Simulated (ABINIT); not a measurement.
# Quasiparticle gap of Al2O3 (Corundum) in ABINIT

Aim: the G0W0 gap of Al2O3 (Corundum) on PBE, step by step.

Calculated with ABINIT 10.8.3; PBE and many-body steps on it, plane waves.

**Experimental background.**

- Gap 8.7 eV: optical band gap of host from absorption; optical absorption, quoted from earlier work; bulk crystal (high-purity reference sample) (quoted in “Multi-petahertz electron interference in Cr:Al2O3 solid-state material”, 2018, pmc:5906618).

This is a report of a sequence of runs, with most program output left out.

## 1. The structure

The structure is trigonal, space group R-3c (No. 167). Conventional cell: a = 4.760 Å, b = 4.760 Å, c = 12.996 Å, α = 90.00°, β = 90.00°, γ = 120.00°. Nearest to Al lie 6 O at 1.85 to 1.97 Å. O has 4 Al at 1.85 to 1.97 Å nearest. Farther neighbours and most contacts between anions are not listed.

The cell and positions come from the Crystallography Open Database and are kept as given unless a step says otherwise.

## 2. Ground state

This step: ABINIT 10.8.3; DFT, PBE, plane waves, norm-conserving pseudopotentials.

The ground-state density comes first.

run.abi reads:

```
acell 3*1.0 Angstrom
rprim 
  2.380249999995 1.374237978213 4.331866666707
  -2.380249999995 1.374237978213 4.331866666707
  -0.000000000000 -2.748475956495 4.331866666685
ntypat 2
znucl 13 8
natom 10
typat 1 1 1 1 2 2 2 2 2 2
xred 
  0.352160000000 0.352160000000 0.352160000000
  0.147840000000 0.147840000000 0.147840000000
  0.647840000000 0.647840000000 0.647840000000
  0.852160000000 0.852160000000 0.852160000000
  0.556680000000 0.943320000000 0.250000000000
  0.250000000000 0.556680000000 0.943320000000
  0.943320000000 0.250000000000 0.556680000000
  0.443320000000 0.056680000000 0.750000000000
  0.750000000000 0.443320000000 0.056680000000
  0.056680000000 0.750000000000 0.443320000000
pp_dirpath "pseudos"
pseudos "Al.upf, O.upf"
ecut 36
ngkpt 6 6 6
nshiftk 1
shiftk 0 0 0
kptopt 1
chksymbreak 0
nband 33
occopt 1
tolvrs 1e-10
nstep 60
prtwf 0
indata_prefix "in"
outdata_prefix "out"
tmpdata_prefix "tmp"
```

Started as:

```
OMP_NUM_THREADS=1 mpirun -n 4 abinit run.abi > log
```

Wall time 85 s (4 MPI ranks of Arm Neoverse V1, shared host); peak memory 0.47 GiB; 5.7 min of CPU time.

Numbers from this step:

* total energy: -2969.2589 eV
* gap: 6.266 eV
* k of the valence top: 0, 0, 0
* k of the conduction bottom: 0, 0, 0
* least direct gap: 6.266 eV
* pressure: 4.825 GPa

The gap is direct, at Γ.

The cutoff was set for levels, not for stress, so the pressure can be off by some GPa.

## 3. Bands along the symmetry lines

Levels along a band path, at the cheap level, show where the edges lie and whether the meshes to come will hold them.

Changes to run.abi since step 2:

```diff
@@ -23,12 +23,45 @@
 ecut 36
-ngkpt 6 6 6
-nshiftk 1
-shiftk 0 0 0
-kptopt 1
-chksymbreak 0
-nband 33
-occopt 1
-tolvrs 1e-10
-nstep 60
+iscf -2
+irdden 1
+kptopt 0
+nkpt 31
+kpt 
+  0.00000000 0.00000000 0.00000000
+  0.12500000 0.12500000 0.12500000
+  0.25000000 0.25000000 0.25000000
+  0.37500000 0.37500000 0.37500000
+  0.50000000 0.50000000 0.50000000
+  0.56655988 0.43344012 0.50000000
+  0.63311976 0.36688024 0.50000000
+  0.69967964 0.30032036 0.50000000
+  0.76623952 0.23376048 0.50000000
+  0.50000000 -0.23376048 0.23376048
+  0.50000000 -0.17532036 0.17532036
+  0.50000000 -0.11688024 0.11688024
+  0.50000000 -0.05844012 0.05844012
+  0.50000000 0.00000000 0.00000000
+  0.37500000 0.00000000 0.00000000
+  0.25000000 0.00000000 0.00000000
+  0.12500000 0.00000000 0.00000000
+  0.00000000 0.00000000 0.00000000
+  0.09172006 -0.09172006 0.00000000
+  0.18344012 -0.18344012 0.00000000
+  0.27516018 -0.27516018 0.00000000
+  0.36688024 -0.36688024 -0.00000000
+  0.63311976 0.00000000 0.36688024
+  0.59983982 0.00000000 0.40016018
+  0.56655988 0.00000000 0.43344012
+  0.53327994 0.00000000 0.46672006
+  0.50000000 0.00000000 0.50000000
+  0.37500000 0.00000000 0.37500000
+  0.25000000 0.00000000 0.25000000
+  0.12500000 0.00000000 0.12500000
+  0.00000000 0.00000000 0.00000000
+istwfk *1
+nband 38
+nbdbuf 9
+tolwfr 1e-07
+nstep 50
 prtwf 0
+prtvol 0
 indata_prefix "in"
```

Wall time 47 s (4 MPI ranks); peak memory 0.4 GiB.

This step gave:

```
gap                        : 6.266 eV
k of the valence top       : 0, 0, 0
k of the conduction bottom : 0, 0, 0
least direct gap           : 6.266 eV
```

The gap is 6.266 eV, as in the run before at this level.

The electronic bands at the labelled points (eV, zero at the top of the highest filled band):

| point | band 21 | band 22 | band 23 | band 24 | band 25 | band 26 | band 27 | band 28 |
| --- | --- | --- | --- | --- | --- | --- | --- | --- |
| Γ | -0.49 | -0.04 | -0.04 | 0.00 | 6.27 | 9.19 | 10.78 | 11.56 |
| halfway | -0.50 | -0.50 | -0.11 | -0.11 | 7.24 | 9.24 | 10.63 | 11.68 |
| T | -0.38 | -0.38 | -0.38 | -0.38 | 8.71 | 8.71 | 11.13 | 11.13 |
| halfway | -0.85 | -0.85 | -0.53 | -0.53 | 9.40 | 9.40 | 10.83 | 10.83 |
| H2 | -0.84 | -0.84 | -0.50 | -0.50 | 9.74 | 9.74 | 10.15 | 10.15 |
| jump to H0 | -0.84 | -0.84 | -0.50 | -0.50 | 9.74 | 9.74 | 10.15 | 10.15 |
| halfway | -0.83 | -0.83 | -0.31 | -0.31 | 9.40 | 9.40 | 9.88 | 9.88 |
| L | -0.90 | -0.90 | -0.27 | -0.27 | 9.49 | 9.49 | 9.68 | 9.68 |
| halfway | -0.76 | -0.44 | -0.15 | -0.11 | 7.51 | 10.09 | 10.18 | 10.81 |
| Γ | -0.49 | -0.04 | -0.04 | 0.00 | 6.27 | 9.19 | 10.78 | 11.56 |
| halfway | -0.84 | -0.52 | -0.17 | -0.08 | 7.92 | 9.80 | 10.36 | 10.50 |
| S0 | -0.88 | -0.84 | -0.56 | -0.28 | 9.54 | 9.57 | 9.78 | 10.26 |
| jump to S2 | -0.88 | -0.84 | -0.56 | -0.28 | 9.54 | 9.57 | 9.78 | 10.26 |
| halfway | -0.95 | -0.83 | -0.74 | -0.26 | 9.64 | 9.82 | 9.84 | 10.27 |
| F | -1.02 | -0.91 | -0.74 | -0.25 | 9.68 | 9.76 | 9.95 | 10.44 |
| halfway | -0.96 | -0.59 | -0.26 | -0.17 | 7.77 | 10.16 | 10.20 | 10.78 |
| Γ | -0.49 | -0.04 | -0.04 | 0.00 | 6.27 | 9.19 | 10.78 | 11.56 |

## 4. Empty states on the mesh, 4×4×4 mesh, 454 bands

The sums over transitions need many empty states on a uniform mesh; this step solves for them.

run.abi reads:

```
acell 3*1.0 Angstrom
rprim 
  2.380249999995 1.374237978213 4.331866666707
  -2.380249999995 1.374237978213 4.331866666707
  -0.000000000000 -2.748475956495 4.331866666685
ntypat 2
znucl 13 8
natom 10
typat 1 1 1 1 2 2 2 2 2 2
xred 
  0.352160000000 0.352160000000 0.352160000000
  0.147840000000 0.147840000000 0.147840000000
  0.647840000000 0.647840000000 0.647840000000
  0.852160000000 0.852160000000 0.852160000000
  0.556680000000 0.943320000000 0.250000000000
  0.250000000000 0.556680000000 0.943320000000
  0.943320000000 0.250000000000 0.556680000000
  0.443320000000 0.056680000000 0.750000000000
  0.750000000000 0.443320000000 0.056680000000
  0.056680000000 0.750000000000 0.443320000000
pp_dirpath "pseudos"
pseudos "Al.upf, O.upf"
ecut 36
ngkpt 4 4 4
nshiftk 1
shiftk 0 0 0
kptopt 1
chksymbreak 0
iscf -2
irdden 1
istwfk *1
nband 454
nbdbuf 40
tolwfr 1e-09
nstep 60
prtvol 0
indata_prefix "in"
outdata_prefix "out"
tmpdata_prefix "tmp"
```

Wall time 15 min (4 MPI ranks); peak memory 0.91 GiB.

Numbers from this step:

| Quantity | Value |
| --- | --- |
| gap | 6.266 eV |
| k of the valence top | 0, 0, 0 |
| k of the conduction bottom | 0, 0, 0 |
| least direct gap | 6.266 eV |
| k points computed | 13 |
| lowest point of the top converged band, above the valence top | 146.9023 eV |

On this mesh the gap is 6.266 eV.

## 5. Screening, 4×4×4 mesh, 414 bands, screening to 201.4 eV

The RPA dielectric matrix is built and inverted for each q.

This step: RPA screening on PBE, plane waves, norm-conserving pseudopotentials.

Changes to run.abi since step 4:

```diff
@@ -28,10 +28,11 @@
 chksymbreak 0
-iscf -2
-irdden 1
 istwfk *1
-nband 454
-nbdbuf 40
-tolwfr 1e-09
-nstep 60
-prtvol 0
+occopt 1
+irdwfk 1
+optdriver 3
+nband 414
+ecuteps 7.4
+inclvkb 2
+awtr 1
+symchi 1
 indata_prefix "in"
```

The job ended after 34 min (4 MPI ranks; peak memory 7.3 GiB; 2.3 h of CPU time).

Numbers from this step:

| Quantity | Value |
| --- | --- |
| ε∞ with local fields, on this mesh, along the program's q direction | 3.030 |
| the same without local fields | 3.264 |
| plasma frequency | 27.90 eV |
| plane waves in the screening matrix | 551 |

Local fields lower ε∞ by 7 %.

## 6. Self-energy, 4×4×4 mesh, 414 bands, screening to 201.4 eV

The self-energy is evaluated for the states that the input lists, and the levels follow from it, in one-shot runs by the linearised quasiparticle equation.

This step: G0W0 on PBE, plane waves, norm-conserving pseudopotentials.

Changes to run.abi since step 5:

```diff
@@ -31,8 +31,21 @@
 irdwfk 1
-optdriver 3
+optdriver 4
 nband 414
+gwcalctyp 0
+ecutsigx 36
+symsigma 1
+nkptgw 4
+kptgw 
+  0.0000000000 0.0000000000 0.0000000000
+  0.5000000000 0.0000000000 0.0000000000
+  0.5000000000 0.5000000000 0.0000000000
+  0.5000000000 0.5000000000 0.5000000000
+bdgw 
+  22 26
+  23 26
+  23 26
+  21 26
 ecuteps 7.4
-inclvkb 2
-awtr 1
-symchi 1
+irdscr 1
+ppmodel 1
 indata_prefix "in"
```

Run time: 8.5 min. Hardware: 4 MPI ranks; peak memory 7.1 GiB; 34 min of CPU time.

Numbers from this step:

```
G0W0 gap on the mesh                         : 8.603 eV
starting gap on the mesh                     : 6.266 eV
k of the valence top                         : 0, 0, 0
k of the conduction bottom                   : 0, 0, 0
Z at the valence top                         : 0.814
Z at the conduction bottom                   : 0.851
least direct G0W0 gap on the computed points : 8.603 eV
```

The gap on the mesh goes from 6.27 eV to 8.60 eV, a correction of +2.34 eV.

Limits: finite bands, cutoff and mesh. v1 is the top filled band, c1 the lowest empty one. Levels before and after the correction, in eV, zero at the valence-band top of each column:

|  | conduction bottom | valence top |
| --- | --- | --- |
| Kohn-Sham | 6.27 | 0.00 |
| G0W0 | 8.60 | 0.00 |

|  | level | energy (eV) |
| --- | --- | --- |
| Kohn-Sham | Γ v3-v2 | -0.045 |
| Kohn-Sham | Γ v1 | 0.000 |
| Kohn-Sham | Γ c1 | 6.266 |
| Kohn-Sham | Γ c2 | 9.188 |
| G0W0 | Γ v3-v2 | -0.053 |
| G0W0 | Γ v1 | 0.000 |
| G0W0 | Γ c1 | 8.603 |
| G0W0 | Γ c2 | 11.527 |

## 7. Where the time went

Times are wall times on 4 MPI ranks of Arm Neoverse V1, shared host, good to a factor of about two.

| step | time | share | memory (GiB) |
| --- | --- | --- | --- |
| ground state | 85 s | 2 % | 0.47 |
| bands along the symmetry lines | 47 s | 1 % | 0.4 |
| empty states on the mesh | 15 min | 25 % | 0.91 |
| screening | 34 min | 57 % | 7.3 |
| self-energy | 8.5 min | 14 % | 7.1 |

## 8. Outcome

```
PBE gap              : 6.27 eV, direct
G0W0 gap on the mesh : 8.60 eV
GW settings          : 4×4×4 mesh, 414 bands, screening to 201.4 eV, Godby-Needs plasmon pole
known limits         : not at the basis limit
```

What this shows: G0W0 moves the gap on the mesh from 6.27 eV to 8.60 eV (+2.34 eV), with Z of 0.81 and 0.85 at the edges. Local fields lower the RPA ε∞ on this mesh from 3.26 to 3.03. The dearest step here is «screening». Against experiment, by G0W0@PBE: the gap of 8.60 eV lies −0.10 eV from the measured 8.7 eV (optical, quoted 2018). An exciton line or allowed optical edge lies below the quasiparticle gap by the binding energy; a forbidden edge can push the onset above it. The calculation has static nuclei and no excitons; a measured gap holds zero-point and thermal motion, which mostly lowers it. Bands and cutoff are finite, so the gap is not at the basis limit. The miss can reach some tenths of an eV and take either sign; the mesh is an error of its own.

[Paths, hosts, dates, memory and timing lines, banners, echoed tables and standing remarks are left out of the program output.]

[Logs are printed without paths, hosts, clocks, repeated set-up lines and the standing remarks that a program may print on its own settings, such as how far it seeks lower states.]

[Runs of the session that timed out or met a known fault of the program may be left out.]

[Hosts, paths, dates, database ids (printed as entryN), source tags and the programs' standing remarks are cut or masked in the printed files.]

[G0W0 gaps are taken among the corrected bands and points alone; a level outside them can change the order at an edge.]

[Where Ansatz stands beside ABINIT at settings called matched, ABINIT's density can come from a denser mesh and the files from another edition; pairs whose starting gaps differed by over 0.03 eV were left out, so agreement reads better than it is.]
